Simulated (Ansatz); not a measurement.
# 1T-SnSe2 of n layers: modes against thickness, part 2 of 2

Aim: how do the zone-centre modes of 1T-SnSe2 of n layers change with n?

Ansatz 0.2.0; DFT PBE+D3(BJ), scalar-relativistic, plane waves, PAW; PAW set soft_1.

So far. Step 3 (Relaxation of a member: n = 1): The largest force component left is 0.43 meV/Å. Step 4 (Zone-centre modes of the member: n = 1): With the three translations set apart, the lowest mode of the cell is real, 107 cm⁻¹, and the highest lies at 254.9 cm⁻¹.

## (6) Relaxation of a member: n = 3

The relaxation for n = 3 is finished with tight tolerances.

The input, input.yaml:

```yaml
crystal:
  lattice:
    - [3.8356035917, 0.0, 0.0]
    - [-1.9178017959, 3.3217301493, 0.0]
    - [0.0, 0.0, 54.6399868]
  atoms:
    - { symbol: Sn, position: [0.0, 0.0, 0.177670852] }
    - { symbol: Se, position: [0.3333333333, 0.6666666667, 0.2068905678] }
    - { symbol: Se, position: [0.6666666667, 0.3333333333, 0.1484676922] }
    - { symbol: Sn, position: [0.0, 0.0, 0.2875183711] }
    - { symbol: Se, position: [0.3333333333, 0.6666666667, 0.3167065182] }
    - { symbol: Se, position: [0.6666666667, 0.3333333333, 0.258330224] }
    - { symbol: Sn, position: [0.0, 0.0, 0.3973658901] }
    - { symbol: Se, position: [0.3333333333, 0.6666666667, 0.4265690499] }
    - { symbol: Se, position: [0.6666666667, 0.3333333333, 0.3681461743] }
  periodic: [true, true, false]
kpoints:
  mp_grid: { grid: [9, 9, 1] }
hamiltonian:
  xc: pbe
  dispersion: d3bj
  pseudopotentials: { kind: paw, azcp: { folder: soft_1 } }
scf:
  occupations: { method: fixed }
output:
  forces: true
  stress: true
  eigenvalues: true
relax:
  adjacent_minimum: "off"
  f_tol: 0.001
  max_steps: 60
  cell: { stress_2d_tol: 0.002 }
```

The run is started by

```bash
> ansatz run input.yaml --threads 8 --pin off --max-ram 20480MiB --backend cpu --events-out ev --progress --plain --runs-dir out
```

Numbers of over 12 decimals in the logs are rounded to 6 here.

Output:

```text
[...]
Crystal: 9 atoms, lattice volume = 696.159 Å³
Basis set: ecut = 420 eV, 13575 PW (Γ), exchange–correlation on 54×54×750 points (8 copies of the dense FFT grid, shifted against one another)
Bands: 83, of which v1, the nominal top of the filled ones, is band 69 counted from 1 (68 counted from 0)
Symmetry: 12 space group operations
[...]
k-points: 12 of 81
[...]
- { symbol: Se, position: [0.333333, 0.666667, 0.206891] }
    - { symbol: Se, position: [0.666667, 0.333333, 0.148468] }
    - { symbol: Sn, position: [0.0, 0.0, 0.287518] }
    - { symbol: Se, position: [0.333333, 0.666667, 0.316707] }
    - { symbol: Se, position: [0.666667, 0.333333, 0.258330] }
    - { symbol: Sn, position: [0.0, 0.0, 0.397366] }
    - { symbol: Se, position: [0.333333, 0.666667, 0.426569] }
    - { symbol: Se, position: [0.666667, 0.333333, 0.368146] }
[key lines of the parts left out:]
SCF converged after 10 iterations
Free energy (F): -50893.259741 eV
Fermi energy:    -5.895224 eV
P = ½ c Tr σ = 0.0002 N/m
```

Elapsed: 15 s, on 8 threads of Arm Neoverse V2, shared host; peak memory 2.7 GiB.

Little changed from the start: no atom moved by 0.005 Å and no cell edge by 0.1 %.

The largest force component left is 0.14 meV/Å.

## (7) Zone-centre modes of the member: n = 3

The zone-centre modes follow for n = 3.

input.yaml, as its differences from that of step 6:

```diff
@@ -25,9 +25,4 @@
 output:
-  forces: true
-  stress: true
   eigenvalues: true
-relax:
-  adjacent_minimum: "off"
-  f_tol: 0.001
-  max_steps: 60
-  cell: { stress_2d_tol: 0.002 }
+phonons:
+  method: dfpt
```

Output:

```text
[...]
Crystal: 9 atoms, lattice volume = 696.159 Å³
Basis set: ecut = 420 eV, 13575 PW (Γ), exchange–correlation on 54×54×750 points (8 copies of the dense FFT grid, shifted against one another)
Bands: 83, of which v1, the nominal top of the filled ones, is band 69 counted from 1 (68 counted from 0)
Symmetry: 12 space group operations
[...]
° read free of the cell's end (the report's vacuum.weakly_bound_levels)
[...]
ASR residual: 3.914e-4 → 0.000e0 eV/Å²; symmetrization residual: 1.952e-4 eV/Å²
[...]
ASR residual per site (eV/Å²): 3.91e-4 4.40e-5 1.47e-4 1.88e-4 1.65e-4 5.05e-5 1.34e-4 1.51e-4 8.34e-5
  Γ frequencies (cm⁻¹): 0.00 0.00 0.00 12.37 12.37 19.76 22.68 22.68 33.00 107.07 107.07 110.98 110.98 119.43 119.43 142.42 142.42 145.60 145.60 150.22 150.22 179.59 180.37 180.86 248.99 251.17 251.20
[...]
[key lines of the parts left out:]
SCF converged after 13 iterations
Free energy (F): -50893.259741 eV
Fermi energy:    -5.895222 eV
```

Run time: 8.4 min. Hardware: 8 threads; peak memory 5.8 GiB.

This step gave:

| Item | Value |
| --- | --- |
| sum-rule residual before enforcement | 3.91e-4 eV/Å² |
| highest mode at the zone centre of this cell (no LO-TO term) | 251.2 cm⁻¹ |
| lowest mode at the zone centre of this cell, translations apart | 12.37 cm⁻¹ |

Without the LO-TO term. Patterns of degenerate modes are one choice out of their space. The modes at Γ (shares of kinetic energy by element, %):

| mode | frequency (cm⁻¹) | symmetry | Sn % | Se % |
| --- | --- | --- | --- | --- |
| 1 | 0.0 | acoustic | 43 | 57 |
| 2 | 0.0 | acoustic | 43 | 57 |
| 3 | 0.0 | acoustic | 43 | 57 |
| 4 | 12.4 | Eg | 44 | 56 |
| 5 | 12.4 | Eg | 44 | 56 |
| 6 | 19.8 | A1g | 43 | 57 |
| 7 | 22.7 | Eu | 47 | 53 |
| 8 | 22.7 | Eu | 47 | 53 |
| 9 | 33.0 | A2u | 43 | 57 |
| 10 | 107.1 | Eg | 0 | 100 |
| 11 | 107.1 | Eg | 0 | 100 |
| 12 | 111.0 | Eu | 2 | 98 |
| 13 | 111.0 | Eu | 2 | 98 |
| 14 | 119.4 | Eg | 3 | 97 |
| 15 | 119.4 | Eg | 3 | 97 |
| 16 | 142.4 | Eu | 57 | 43 |
| 17 | 142.4 | Eu | 57 | 43 |
| 18 | 145.6 | Eg | 53 | 47 |
| 19 | 145.6 | Eg | 53 | 47 |
| 20 | 150.2 | Eu | 51 | 49 |
| 21 | 150.2 | Eu | 51 | 49 |
| 22 | 179.6 | A1g | 0 | 100 |
| 23 | 180.4 | A2u | 0 | 100 |
| 24 | 180.9 | A1g | 0 | 100 |
| 25 | 249.0 | A2u | 57 | 43 |
| 26 | 251.2 | A2u | 57 | 43 |
| 27 | 251.2 | A1g | 57 | 43 |

Displacements in mode 4 (12.4 cm⁻¹), the largest set to 1:
```
Sn1  0.98 -0.07  0.00
Se2  0.92 -0.07  0.00
Se3  1.00 -0.07  0.00
Sn4  0.00  0.00  0.00
Se5 -0.08  0.01  0.00
Se6  0.08 -0.01  0.00
Sn7 -0.98  0.07  0.00
Se8 -1.00  0.07  0.00
Se9 -0.92  0.07  0.00
```

Displacements in mode 15 (119.4 cm⁻¹), the largest set to 1:
```
Sn1 -0.19  0.00  0.00
Se2 -0.44  0.00  0.00
Se3  0.60  0.00  0.00
Sn4  0.00  0.00  0.00
Se5 -1.00  0.00  0.00
Se6  1.00  0.00  0.00
Sn7  0.19  0.00  0.00
Se8 -0.60  0.00  0.00
Se9  0.44  0.00  0.00
```

With the three translations set apart, the lowest mode of the cell is real, 12.4 cm⁻¹, and the highest lies at 251.2 cm⁻¹.

## (8) The series together

The members are set side by side, also those not shown above.

Levels are modes at the zone centre of the cell, translations apart; they are counted by rank, so a column need not follow one mode. Cells along the series:

| n | atoms in the cell | space group | first cell vector (Å) | lowest level (cm⁻¹) | second level from below (cm⁻¹) | third level from below (cm⁻¹) | highest level (cm⁻¹) | gap on mesh (eV) |
| --- | --- | --- | --- | --- | --- | --- | --- | --- |
| 1 | 3 | P-3m1 | 3.824 | 107 | 143.3 | 181.9 | 254.9 | 0.8236 |
| 2 | 6 | P-3m1 | 3.834 | 18.39 | 27.56 | 107.2 | 251.6 | 0.7182 |
| 3 | 9 | P-3m1 | 3.836 | 12.37 | 19.76 | 22.68 | 251.2 | 0.6539 |

## (9) Results

| Property | Result |
| --- | --- |
| members | 3 |
| highest level, n = 1 | 254.9 cm⁻¹ |
| highest level, n = 3 | 251.2 cm⁻¹ |

From n = 1 to 3 the lowest level goes from 107.0 to 12.4 cm⁻¹ and the highest from 254.9 to 251.2 cm⁻¹. These are levels by rank and need not be the same mode: a single layer has no interlayer modes, which come lowest from two layers on. These are harmonic frequencies at zero temperature: anharmonic shifts, linewidths and thermal expansion are left out. Spin-orbit coupling is left out, which can matter for the heavy elements here. In the phonons the program holds the C6 weights of the dispersion term fixed, leaving out their change with coordination. In a sheet the LO-TO splitting vanishes at the zone centre, so no such term is missing here.

[Logs are printed without paths, hosts, clocks, repeated set-up lines and the standing remarks that a program may print on its own settings, such as how far it seeks lower states.]

[Hosts, paths, dates, database ids (printed as entryN), source tags and the programs' standing remarks are cut or masked in the printed files.]
